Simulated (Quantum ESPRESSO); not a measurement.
# NiO: which magnetic order is lowest, part 2 of 2

Aim: find out which collinear order of NiO costs least.

Quantum ESPRESSO 7.5; PBE with U = 6 eV on Ni d (ortho-atomic projectors); plane waves with GBRV 1.5 PBE potentials, no spin-orbit coupling.

So far, absolute magnetization (μB): step 2 (run 1, typed as ferro +) 2.01.

## (4) Run 3, typed as antiferro q=(0,0,1/2) +−

This order needs a doubled cell of 4 atoms.

pw.in

```
&CONTROL
  calculation = 'scf'
  prefix = 'pwscf'
  outdir = './tmp'
  pseudo_dir = './pseudo'
  disk_io = 'nowf'
/
&SYSTEM
  ibrav = 0
  celldm(1) = 8
  nat = 4
  ntyp = 3
  ecutwfc = 40
  ecutrho = 280
  nbnd = 33
  occupations = 'smearing'
  smearing = 'fd'
  degauss = 0.00367493
  nspin = 2
  starting_magnetization(1) = 0.1111
  starting_magnetization(2) = -0.1111
  starting_magnetization(3) = 0
/
&ELECTRONS
  conv_thr = 8d-09
  electron_maxstep = 150
  mixing_beta = 0.3
/
ATOMIC_SPECIES
Ni1    58.6934 ni_pbe_v1.4.uspp.F.UPF
Ni2    58.6934 ni_pbe_v1.4.uspp.F.UPF
O      15.9990 o_pbe_v1.2.uspp.F.UPF
CELL_PARAMETERS alat
   0.0000000000000    0.4927228531442    0.4927228531442
   0.4927228531442    0.0000000000000    0.4927228531442
   0.9854457062883    0.9854457062883    0.0000000000000
ATOMIC_POSITIONS crystal
Ni1     0.0000000000    0.0000000000    0.0000000000
Ni2     0.0000000000    0.0000000000    0.5000000000
O       0.5000000000    0.5000000000    0.2500000000
O       0.5000000000    0.5000000000    0.7500000000
K_POINTS automatic
10 10 5 0 0 0
HUBBARD {ortho-atomic}
U Ni1-3d 6.0000
U Ni2-3d 6.0000
```

Launch:

```sh
$ OMP_NUM_THREADS=1 mpirun -n 4 pw.x -nk 4 -in pw.in > pw.out
```

Log:

```text
     [... lines left out ...]
Program PWSCF v.7.5 starts
     [... lines left out ...]
     number of atoms/cell      =            4
     [... lines left out ...]
     number of electrons       =        48.00
     number of Kohn-Sham states=           33
     kinetic-energy cutoff     =      40.0000  Ry
     charge density cutoff     =     280.0000  Ry
     scf convergence threshold =      8.0E-09
     [... lines left out ...]
     12 Sym. Ops., with inversion, found
     [... lines left out ...]
     number of k points=    58  Fermi-Dirac smearing, width (Ry)=  0.0037
     [... lines left out ...]
     iteration # 16     ecut=    40.00 Ry     beta= 0.30
     [... lines left out ...]
     Magnetic moment per site  (integrated on atomic sphere of radius R)
     atom   1 (R=0.203)  charge= 15.6211  magn=  1.6741
     atom   2 (R=0.203)  charge= 15.6211  magn= -1.6741
     atom   3 (R=0.203)  charge=  5.7282  magn=  0.0000
     atom   4 (R=0.203)  charge=  5.7282  magn=  0.0000
     [... lines left out ...]
     Tr[ns(  1)] (up, down, total) =   4.96849  3.26300  8.23149
     [... lines left out ...]
     Tr[ns(  2)] (up, down, total) =   3.26300  4.96849  8.23149
     [... lines left out ...]
     the Fermi energy is    14.1841 ev
!    total energy              =    -750.84976416 Ry
     estimated scf accuracy    <          3.9E-09 Ry
     smearing contrib. (-TS)   =      -0.00000000 Ry
     [... lines left out ...]
     total magnetization       =    -0.00 Bohr mag/cell
     absolute magnetization    =     3.62 Bohr mag/cell
     convergence has been achieved in  16 iterations
```

Wall time 55 s (4 MPI ranks of Arm Neoverse N1, shared host); peak memory 0.39 GiB.

Spin moment in the atom's sphere by atom:

```csv
atom,spin moment in the atom's sphere (μB)
Ni1,1.67
Ni2,-1.67
O3,0.00
O4,0.00
```

This step gave:

* smearing term TS: 4.01e-13 eV
* magnetization: 0 μB
* absolute magnetization: 3.617 μB
* final state: antiferromagnetic

## (5) Run 4, typed as no spin polarisation

pw.in

```
&CONTROL
  calculation = 'scf'
  prefix = 'pwscf'
  outdir = './tmp'
  pseudo_dir = './pseudo'
  disk_io = 'nowf'
/
&SYSTEM
  ibrav = 0
  celldm(1) = 8
  nat = 2
  ntyp = 2
  ecutwfc = 40
  ecutrho = 280
  nbnd = 19
  occupations = 'smearing'
  smearing = 'fd'
  degauss = 0.00367493
/
&ELECTRONS
  conv_thr = 4d-09
  electron_maxstep = 150
  mixing_beta = 0.3
/
ATOMIC_SPECIES
Ni     58.6934 ni_pbe_v1.4.uspp.F.UPF
O      15.9990 o_pbe_v1.2.uspp.F.UPF
CELL_PARAMETERS alat
   0.0000000000000    0.4927228531442    0.4927228531442
   0.4927228531442    0.0000000000000    0.4927228531442
   0.4927228531442    0.4927228531442    0.0000000000000
ATOMIC_POSITIONS crystal
Ni      0.0000000000    0.0000000000    0.0000000000
O       0.5000000000    0.5000000000    0.5000000000
K_POINTS automatic
10 10 10 0 0 0
HUBBARD {ortho-atomic}
U Ni-3d 6.0000
```

Log:

```text
     [... lines left out ...]
Program PWSCF v.7.5 starts
     [... lines left out ...]
     number of atoms/cell      =            2
     [... lines left out ...]
     number of electrons       =        24.00
     number of Kohn-Sham states=           19
     kinetic-energy cutoff     =      40.0000  Ry
     charge density cutoff     =     280.0000  Ry
     scf convergence threshold =      4.0E-09
     [... lines left out ...]
     48 Sym. Ops., with inversion, found
     [... lines left out ...]
     number of k points=    47  Fermi-Dirac smearing, width (Ry)=  0.0037
     [... lines left out ...]
     iteration # 12     ecut=    40.00 Ry     beta= 0.30
     [... lines left out ...]
     Tr[ns(  1)] =   8.53956
     [... lines left out ...]
     the Fermi energy is    13.9166 ev
!    total energy              =    -375.27527290 Ry
     estimated scf accuracy    <          9.9E-10 Ry
     smearing contrib. (-TS)   =      -0.00090584 Ry
     [... lines left out ...]
     convergence has been achieved in  12 iterations
```

Elapsed: 5.6 s, on 4 MPI ranks; peak memory 0.23 GiB; 22 s of CPU time.

This step gave:

```yaml
smearing_term_ts: 0.01232 eV
final_state: non-magnetic (no spin polarisation)
```

## (6) Energies of the orders

An order is kept where moments of 0.15 μB or more survive with the typed signs; meshes match where a doubled cell samples the same k points as the first cell.

Orders:

```csv
start,final state,typed order kept,energy over the lowest (meV a seeded atom),largest site moment (μB),net moment (μB a cell of the first run),mesh matched,CPU time (s)
ferro +,ferromagnetic,yes,104.4,1.729,2,yes,41.72
"antiferro q=(0,1/2,1/2) +-",antiferromagnetic,yes,115.3,1.737,0,yes,323.6
"antiferro q=(0,0,1/2) +-",antiferromagnetic,yes,0,1.674,0,yes,217.8
no spin polarisation,non-magnetic,-,2036,0,0,yes,22.22
```

## (7) Occupations of the corrected shells in the lowest state

Occupations of the Hubbard shells:

```csv
block,type,shell,spin,electrons,occupation numbers
1,Ni1,3d,up,4.968,0.994 0.994 0.994 0.994 0.994
1,Ni1,3d,down,3.263,0.147 0.147 0.990 0.990 0.990
2,Ni2,3d,up,3.263,0.147 0.147 0.990 0.990 0.990
2,Ni2,3d,down,4.968,0.994 0.994 0.994 0.994 0.994
```

## (8) Outcome

```json
{
 "lowest state found": "antiferromagnetic (from antiferro q=(0,0,1/2) +-)",
 "largest site moment": "1.67 μB",
 "next state with moments": "ferromagnetic, 104 meV a seeded atom higher",
 "state without moments (under the same U)": "2036 meV a seeded atom higher"
}
```

In words: Under a U the spinless run pays the Hubbard penalty of a partly filled shell, so its energy overstates what forming the moments gains. Only these 4 starts were compared; other wavevectors, canted and longer-period orders were not. In another run degenerate orbitals of a corrected shell are partly filled, so under the U its energy may be too high.

[Logs and program files are shortened in this print: banners, set-up blocks, solver, clock and traceback lines can be left out without a mark of their own.]

[Logs are printed without paths, hosts, clocks, repeated set-up lines and the standing remarks that a program may print on its own settings, such as how far it seeks lower states.]

[Hosts, paths, dates, database ids (printed as entryN), source tags and the programs' standing remarks are cut or masked in the printed files.]

[Where a cell is said to come from a database of computed structures, the database is the Materials Project.]
